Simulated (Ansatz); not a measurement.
**Al3GaN4 (Pm): the host for defect calculations**

Aim: the runs on the perfect crystal Al3GaN4 (Pm) that a defect calculation needs first.

Program: Ansatz 0.2.0. Level of theory: plane-wave PAW DFPT, PBEsol; dielectric tensors, Born charges and zone-centre modes of the host, in the first sound run; inputs show where later runs differ. Results are calculated unless marked as measured.

### 1. The starting structure

It takes space group Pm (No. 6, monoclinic). Conventional cell: a = 5.043 Å, b = 3.130 Å, c = 5.418 Å, α = 90.00°, β = 90.03°, γ = 90.00°. Nearest to Al lie 4 N at 1.88 to 1.91 Å. Nearest to Al lie 4 N at 1.90 Å. Al has 4 N at 1.90 to 1.91 Å nearest. Nearest to Ga lie 4 N at 1.93 to 1.96 Å. Nearest to N lie 3 Al at 1.90 Å and 1 Ga at 1.96 Å. Nearest to N lie 4 Al at 1.90 to 1.91 Å. Farther neighbours and most contacts between anions are not listed.

Structure file:

```xyz
8
Lattice="5.0435 0.0000 0.0001 0.0000 3.1301 0.0000 -0.0032 0.0000 5.4180" Properties=species:S:1:pos:R:3 pbc="T T T"
Al    2.5223    1.5650    0.9067
Al    0.0019    1.5650    4.5230
Al    0.0044    0.0000    1.7971
Ga    2.5167    0.0000    3.6096
N     0.5586    0.0000    3.6102
N     0.6171    1.5650    0.9057
N     3.1501    1.5650    4.5523
N     3.1420    0.0000    1.7680
```

### 2. Dielectric tensors of the host

The response to a uniform electric field gives the electronic dielectric tensor.

eps/input.yaml

```yaml
crystal:
  lattice:
    - [5.0434601797, 0.0, 0.0001263919]
    - [0.0, 3.1300522607, 0.0]
    - [-0.0032240794, 0.0, 5.41800952]
  atoms:
    - { symbol: Al, position: [0.5002285713, 0.5, 0.167330934] }
    - { symbol: Al, position: [0.0009195051, 0.5, 0.8348052363] }
    - { symbol: Al, position: [0.0010872654, 0.0, 0.3316921455] }
    - { symbol: Ga, position: [0.4994195138, 0.0, 0.6662020175] }
    - { symbol: "N", position: [0.1111745715, 0.0, 0.666326618] }
    - { symbol: "N", position: [0.1224553475, 0.5, 0.1671550489] }
    - { symbol: "N", position: [0.6251238992, 0.5, 0.8401935606] }
    - { symbol: "N", position: [0.6231903262, 0.0, 0.3262954392] }
basis:
  ecutwfc: 420
hamiltonian:
  xc: pbesol
kpoints:
  mp_grid: { grid: [5, 8, 5] }
scf:
  occupations: { method: fixed }
  max_iter: 100
phonons:
  method: dfpt
  dielectric: true
  rigid_motions: translations
```

Run with:

```sh
$ ansatz run input.yaml --threads 4 --pin off --max-ram 7536MiB --backend cpu --events-out ev --progress --plain --runs-dir out
```

Numbers of over 12 decimals in the logs are rounded to 6 here.

What it wrote:

```text
[... repeated set-up lines and file paths are left out, and long positions are rounded to six places ...]
Engine: ansatz 0.2.0, aarch64-unknown-linux-gnu
Pseudopotentials: kind: paw
Pseudopotential: Al, paw, valence charge 3, recommended cutoff 420 eV (normal), Al.paw.azcp
Pseudopotential: Ga, paw, valence charge 13, recommended cutoff 420 eV (normal), Ga.paw.azcp
Pseudopotential: N, paw, valence charge 5, recommended cutoff 420 eV (normal), N.paw.azcp
Functional definition: PBEsol
  exchange = pbesol_x
  correlation = pbesol_c
Crystal: 8 atoms, lattice volume = 85.530 Å³
Basis set: ecut = 420 eV, 1681 PW (Γ), exchange–correlation on 72×48×80 points (8 copies of the dense FFT grid, shifted against one another)
Bands: 29, of which v1, the nominal top of the filled ones, is band 21 counted from 1 (20 counted from 0)
Symmetry: 2 space group operations
k-points: 101 of 200 (irreducible under 1 space group operation, time reversal used)
Non-local potential: Al, projectors of the file, l = 0: 2, l = 1: 2, l = 2: 1
Non-local potential: Ga, projectors of the file, l = 0: 2, l = 1: 2, l = 2: 3, l = 3: 1
Non-local potential: N, projectors of the file, l = 0: 2, l = 1: 2, l = 2: 1
PAW form: soft (Blöchl's): semilocal exchange-correlation on the pseudo side does not see the compensation charge
PAW frozen core: Al, regenerated for the run's functional, and the local potential with it (the file was generated under x = pbe(κ = 0.804, μ = 0.219515), c = pbe(β = 0.066725))
PAW frozen core: Ga, regenerated for the run's functional, and the local potential with it (the file was generated under x = pbe(κ = 0.804, μ = 0.219515), c = pbe(β = 0.066725))
PAW frozen core: N, regenerated for the run's functional, and the local potential with it (the file was generated under x = pbe(κ = 0.804, μ = 0.219515), c = pbe(β = 0.066725))
PAW one-centre angular grid: Al, 110 points (default); XC on 64 Gauss nodes
PAW one-centre angular grid: Ga, 590 points (default); XC on 64 Gauss nodes
PAW one-centre angular grid: N, 110 points (default); XC on 64 Gauss nodes
Initial density: superposition of atomic densities (neutral atoms: chi_scale 0, normalization atom), corrected by the library's trained network
Initial wavefunctions: pseudopotential atomic-orbital guess
Functional: x = pbesol(κ = 0.804, μ = 0.123457), c = pbesol(β = 0.046)
SCF iter   1: F=—  HF=-6840.719752 eV  |F-HF|=—  |Δ(HF+E_count)|=         —  Δρ=1.11e-2  dr2=1.10e-1  ethr=1.77e-3  ⟨swp⟩=4.4  Hψ=11468  notcnv=0  defer=557
preconditioner: auto → Resta (q_TF=auto, 2.423 Å⁻¹)  ε∞=4.2  [insulator: Δε(μ)=3.387 eV  Ē_g=14.594 eV  n_scr=20 (ndim 8)  ℏωp=26.0 eV  f_vac=0.000  ε∞_Penn≈4.2]
SCF iter   2: F=—  HF=-6840.688270 eV  |F-HF|=—  |Δ(HF+E_count)|=   3.15e-2  Δρ=1.75e-3  dr2=2.80e-3  ethr=2.62e-4  ⟨swp⟩=2.4  Hψ=5088  notcnv=0  defer=606
SCF iter   3: F=—  HF=-6840.687839 eV  |F-HF|=—  |Δ(HF+E_count)|=   4.31e-4  Δρ=9.20e-4  dr2=7.64e-4  ethr=6.67e-6  ⟨swp⟩=2.6  Hψ=3711  notcnv=0  defer=606
SCF iter   4: F=—  HF=-6840.687703 eV  |F-HF|=—  |Δ(HF+E_count)|=   1.36e-4  Δρ=2.07e-4  dr2=3.49e-5  ethr=1.82e-6  ⟨swp⟩=2.3  Hψ=4293  notcnv=0  defer=606
SCF iter   5: F=—  HF=-6840.687677 eV  |F-HF|=—  |Δ(HF+E_count)|=   2.56e-5  Δρ=9.68e-5  dr2=7.16e-6  ethr=8.31e-8  ⟨swp⟩=2.0  Hψ=4720  notcnv=0  defer=394
SCF iter   6: F=—  HF=-6840.687678 eV  |F-HF|=—  |Δ(HF+E_count)|=   4.76e-7  Δρ=2.75e-5  dr2=8.30e-7  ethr=1.71e-8  ⟨swp⟩=2.1  Hψ=4513  notcnv=0  defer=344
SCF iter   7: F=—  HF=-6840.687677 eV  |F-HF|=—  |Δ(HF+E_count)|=   6.83e-7  Δρ=8.91e-6  dr2=7.26e-8  ethr=1.98e-9  ⟨swp⟩=2.0  Hψ=3844  notcnv=0  defer=326
SCF iter   8: F=—  HF=-6840.687677 eV  |F-HF|=—  |Δ(HF+E_count)|=   6.18e-9  Δρ=2.37e-6  dr2=4.43e-9  ethr=1.73e-10  ⟨swp⟩=2.2  Hψ=4259  notcnv=0  defer=326
SCF iter   9: F=—  HF=-6840.687677 eV  |F-HF|=—  |Δ(HF+E_count)|=   1.31e-9  Δρ=1.07e-6  dr2=1.02e-9  ethr=1.05e-11  ⟨swp⟩=2.0  Hψ=4418  notcnv=0  defer=326
SCF iter  10: F=-6840.687677 eV  HF=-6840.687677 eV  |F-HF|=3.27e-11  |Δ(HF+E_count)|=  1.59e-10  Δρ=3.34e-7  dr2=9.14e-11  ethr=1.00e-12  ⟨swp⟩=10.9  Hψ=19931  notcnv=0
SCF 1 converged in 10 iterations: F = -6840.687677 eV  dr2 = 9.14e-11
  greatest PAW one-centre occupation: 0.995 electrons in one spin orbital (limit 2), on the Ga atom at site 3 (counted from 0), in its partial waves of l = 2
NSCF: frozen V_eff on 8 k-points
DFPT response loops at Γ: preconditioner auto → Resta (q_TF=auto, 2.423 Å⁻¹)  ε∞=4.2 (no band partly filled); β = 1.00, the filter's whole step (`scf.mixing.beta` (0.50) is not read by the response loops at its default; [...]
── the response to a field inside a basis, on 6×8×6 k-points: an SCF that follows is theirs, and a resumed run solves both again ──
Bands: 22, of which v1, the nominal top of the filled ones, is band 21 counted from 1 (20 counted from 0)
k-points: 72 of 288 (time reversal used)
Initial density: handed on by an earlier stage of this run
Initial wavefunctions: pseudopotential atomic-orbital guess (no wavefunctions were taken with the density)
Eigensolver: Dense (72 Hₖ)
SCF iter   1: F=—  HF=-6840.664421 eV  |F-HF|=—  |Δ(HF+E_count)|=         —  Δρ=3.43e-4  dr2=2.41e-5  ethr=1.00e-1
SCF iter   2: F=—  HF=-6840.664429 eV  |F-HF|=—  |Δ(HF+E_count)|=   8.12e-6  Δρ=1.92e-4  dr2=9.72e-6  ethr=5.73e-8
SCF iter   3: F=—  HF=-6840.664433 eV  |F-HF|=—  |Δ(HF+E_count)|=   3.16e-6  Δρ=3.51e-5  dr2=4.46e-7  ethr=2.31e-8
SCF iter   4: F=-6840.664432 eV  HF=-6840.664432 eV  |F-HF|=1.86e-9  |Δ(HF+E_count)|=   7.36e-7  Δρ=7.19e-6  dr2=2.66e-8  ethr=1.06e-9
SCF 1 converged in 4 iterations: F = -6840.664432 eV  dr2 = 2.66e-8
DFPT response loops at Γ: preconditioner auto → none (the input reference at scf.mixing.eps_inf says where Resta's filter doesn't serve); β = 0.50; Broyden in place of MSR1
WARN: field response: ε∞ stands inside a basis, on 6×8×6 points; [...]
SCF converged after 10 iterations
Free energy (F): -6840.687677 eV
Harris-Foulkes:  -6840.687677 eV  (|F-HF|=3.27e-11)
Internal energy: -6840.687677 eV  (E = F + TS)
E sigma→0 (E₀):  -6840.687677 eV
Fermi energy:    7.671099 eV
--- Per-component energies (eV) ---
  E_band       = 22.516600
  E_kinetic    = 722.861136
  E_local      = -3167.688157  (includes V_loc(G=0)·N_el)
  E_nonlocal   = 642.551452
  E_hartree    = 1394.118236
  E_xc         = -429.731894
  E_vxc        = -456.234636  (∫ρ·V_xc dr)
  E_paw        = -3809.314895  (= ΣΔE_a)
  E_vpaw       = -507.210036  (= ΣTr[D̂ρ^β])
  E_aug_tail   = 0.000298  (compensation charges beyond the density's cutoff)
  E_ewald      = -2194.516644
  E_core_change = 1.032790  (= ΣΔE_core)
  E_smearing   = -0.000000  (= −TS)
  E_closure    = 0.000000  (closes the sum)
  Σ components = -6840.687677   (vs F -6840.687677, Δ=0.00e0)
--- Band table (eV; the first three rows and the last of 101) ---
  k-point 0: bands = ["-7.6579", "-6.3156", "-6.2660", "-5.3179", [... 21 left out ...] "15.2443", "17.5207", "17.8887", "18.1466"]
  k-point 1: bands = ["-7.5397", "-6.4371", "-6.2152", "-5.4564", [... 21 left out ...] "15.2271", "17.2394", "17.5611", "17.9391"]
  [... further k-points left out ...]
--- Phonons (Γ-DFPT): 24 representative perturbations + reference, on 101 of 200 k-points (Σ response iterations 86) ---
  k mesh reduced under 1 symmetry operation, with k and −k counted as one. Each operation leaves every solved perturbation unchanged. A smaller set is not considered because the run solves the response to a homogeneous field
  ASR residual: 5.449e-4 → 0.000e0 eV/Å²; symmetrization residual: 8.692e-6 eV/Å²
  ASR residual per site (eV/Å²): 5.45e-4 3.58e-4 4.28e-4 5.38e-5 1.54e-4 4.48e-4 1.86e-4 3.56e-4
  Γ frequencies (cm⁻¹): 0.00 0.00 0.00 171.10 196.91 221.17 244.01 306.78 350.06 414.67 487.15 511.03 577.39 590.64 599.71 630.13 639.43 646.00 651.90 666.68 666.78 703.19 708.82 724.82
  ε∞ (high-frequency dielectric tensor):
        4.988594     0.000000    -0.001740
        0.000000     4.794025     0.000000
       -0.001740     0.000000     4.797937
  ε⁰ (static dielectric tensor: ions relaxed, cell fixed):
        9.975468     0.000000    -0.002987
        0.000000     8.633747     0.000000
       -0.002987     0.000000     8.674877
  ε⁰ − ε∞ (ionic part):
        4.986874     0.000000    -0.001247
        0.000000     3.839722     0.000000
       -0.001247     0.000000     3.876940
  softest optical mode at Γ: 171.10 cm⁻¹; the repairs (sum rule, projections) moved no ω² at Γ by more than (3.61 cm⁻¹)²
  Born effective charges Z* (e; rows j = field, columns β = displacement):
    site 0:
         2.58458    0.00000    0.01459
         0.00000    2.50936    0.00000
         0.02349    0.00000    2.64796
    site 1:
         2.77577    0.00000   -0.15879
         0.00000    2.50329    0.00000
         0.10005    0.00000    2.55007
    site 2:
         2.74489    0.00000    0.15613
         0.00000    2.54000    0.00000
        -0.09908    0.00000    2.49672
    site 3:
         2.66346    0.00000   -0.00677
         0.00000    2.60373    0.00000
        -0.01829    0.00000    2.49390
    site 4:
        -2.72579   -0.00000    0.02060
        -0.00000   -2.47745   -0.00000
        -0.00221   -0.00000   -2.46653
    site 5:
        -2.68641   -0.00000   -0.02190
        -0.00000   -2.52118   -0.00000
        -0.00082   -0.00000   -2.53926
    site 6:
        -2.67332   -0.00000   -0.00693
        -0.00000   -2.67820   -0.00000
        -0.04814   -0.00000   -2.56500
    site 7:
        -2.68317   -0.00000    0.00307
        -0.00000   -2.47955   -0.00000
         0.04499   -0.00000   -2.61785
  Z* charge neutrality: 1.353e-2 e pre-enforcement
  solved inside a basis spanned on kpoints, on 6×8×6 k-points, its susceptibility summed on 8×12×6: ε∞ is read to err by 2.0e-2, Z* by 2.2e-2 e (field_mesh: kpoints solves on kpoints); Z* is corrected for what the basis lacks
  optical modes at Γ without the LO–TO term, one row a degenerate level:
      ω (cm⁻¹)  modes    IR ((D/Å)²/amu)
        171.10      1             0.0272
        196.91      1             0.0227
        221.17      1             0.0002
        244.01      1             0.2532
        306.78      1             0.0963
        350.06      1             0.4220
        414.67      1             1.0347
[...]
optical modes at Γ + LO–TO along q̂ = [1.0000, 0.0000, 0.0000]:
      ω (cm⁻¹)  modes    IR ((D/Å)²/amu)
[...]
optical modes at Γ + LO–TO along q̂ = [0.0000, 1.0000, 0.0000]:
      ω (cm⁻¹)  modes    IR ((D/Å)²/amu)
[...]
optical modes at Γ + LO–TO along q̂ = [0.0000, 0.0000, 1.0000]:
      ω (cm⁻¹)  modes    IR ((D/Å)²/amu)
[...]
577.39      1            13.7238
        590.67      1            51.7011
        607.87      1             3.9928
        630.85      1             8.0860
        639.43      1            22.7297
        651.90      1             2.5888
        663.03      1             1.2039
        666.68      1            21.8559
        702.98      1             0.0370
        708.17      1             0.3717
        723.15      1             1.3418
        856.23      1            60.8170
```

Elapsed: 4 min, on 4 threads of Arm Neoverse V1, shared host; peak memory 1.4 GiB; 15 min of CPU time.

The column dr2 measures how far the density is from self-consistency, as an energy; F and HF (Harris–Foulkes) agree once it is small.

Electronic dielectric tensor:

```
4.99 0.00 0.00
0.00 4.79 0.00
0.00 0.00 4.80
```

Static dielectric tensor:

```
9.98 0.00 0.00
0.00 8.63 0.00
0.00 0.00 8.67
```

The principal values of the electronic dielectric tensor are 4.79, 4.80 and 4.99. The principal values of the static dielectric tensor are 8.63, 8.67 and 9.98.

### 3. Primitive cell on a dense mesh

A dense mesh gives the host's converged energy, against which the supercell's sampling is tested.

This step: plane-wave PAW DFT, PBEsol; single point of the host's primitive cell on a dense mesh (Ansatz 0.2.0).

dense/input.yaml, as its differences from eps/input.yaml of step 2:

```diff
@@ -16,2 +16,3 @@
   ecutwfc: 420
+  xc_grid: 2
 hamiltonian:
@@ -19,9 +20,5 @@
 kpoints:
-  mp_grid: { grid: [5, 8, 5] }
+  mp_grid: { grid: [6, 9, 5] }
 scf:
-  occupations: { method: fixed }
-  max_iter: 100
-phonons:
-  method: dfpt
-  dielectric: true
-  rigid_motions: translations
+  occupations: { method: fermi_dirac, width: 0.01 }
+  max_iter: 80
```

What it wrote:

```text
[...]
Crystal: 8 atoms, lattice volume = 85.530 Å³
Basis set: ecut = 420 eV, 1681 PW (Γ), exchange–correlation on 72×48×80 points (8 copies of the dense FFT grid, shifted against one another)
Bands: 29, of which v1, the nominal top of the filled ones, is band 21 counted from 1 (20 counted from 0)
Symmetry: 2 space group operations
[...]
k-points: 80 of 270 (time reversal used)
[...]
SCF iter   1: F=—  HF=-6840.719959 eV  |F-HF|=—  |Δ(HF+E_count)|=         —  Δρ=1.11e-2  dr2=1.10e-1  ethr=1.77e-3  ⟨swp⟩=6.8  Hψ=11430  notcnv=0
[...]
SCF iter   3: F=—  HF=-6840.688054 eV  |F-HF|=—  |Δ(HF+E_count)|=   4.31e-4  Δρ=9.19e-4  dr2=7.63e-4  ethr=6.66e-6  ⟨swp⟩=2.6  Hψ=3092  notcnv=0  defer=180
automatic band count: iteration 3 solves 28 bands in place of 29: the levels show a gap, and the empty bands left out lie too high to hold charge; the band table lists the bands solved (type scf.n_extra_bands for more)
SCF iter   4: F=—  HF=-6840.687919 eV  |F-HF|=—  |Δ(HF+E_count)|=   1.34e-4  Δρ=2.10e-4  dr2=3.55e-5  ethr=1.82e-6  ⟨swp⟩=2.6  Hψ=3784  notcnv=0  defer=180
[...]
SCF iter   7: F=-6840.687747 eV  HF=-6840.687747 eV  |F-HF|=2.81e-8  |Δ(HF+E_count)|=   1.58e-7  Δρ=8.64e-6  dr2=6.95e-8  ethr=2.38e-10  ⟨swp⟩=1.2  Hψ=5589  notcnv=0
SCF 1 converged in 7 iterations: F = -6840.687747 eV  dr2 = 6.95e-8
[...]
SCF converged after 7 iterations
Free energy (F): -6840.687747 eV
[...]
Internal energy: -6840.687747 eV  (E = F + TS)
E sigma→0 (E₀):  -6840.687747 eV
Fermi energy:    9.411834 eV
[...]
```

It took 4.8 s on 4 threads; peak memory 0.44 GiB; 18 s of CPU time.

[end of part 1 of 3]

[Logs are printed without paths, hosts, clocks, repeated set-up lines and the standing remarks that a program may print on its own settings, such as how far it seeks lower states.]

[Hosts, paths, dates, database ids (printed as entryN), source tags and the programs' standing remarks are cut or masked in the printed files.]

[Runs of the host that timed out are not shown.]

[For some hosts the program warned that the k-mesh of the response run may be too coarse for force constants and the static dielectric constant; such warnings are not always shown.]
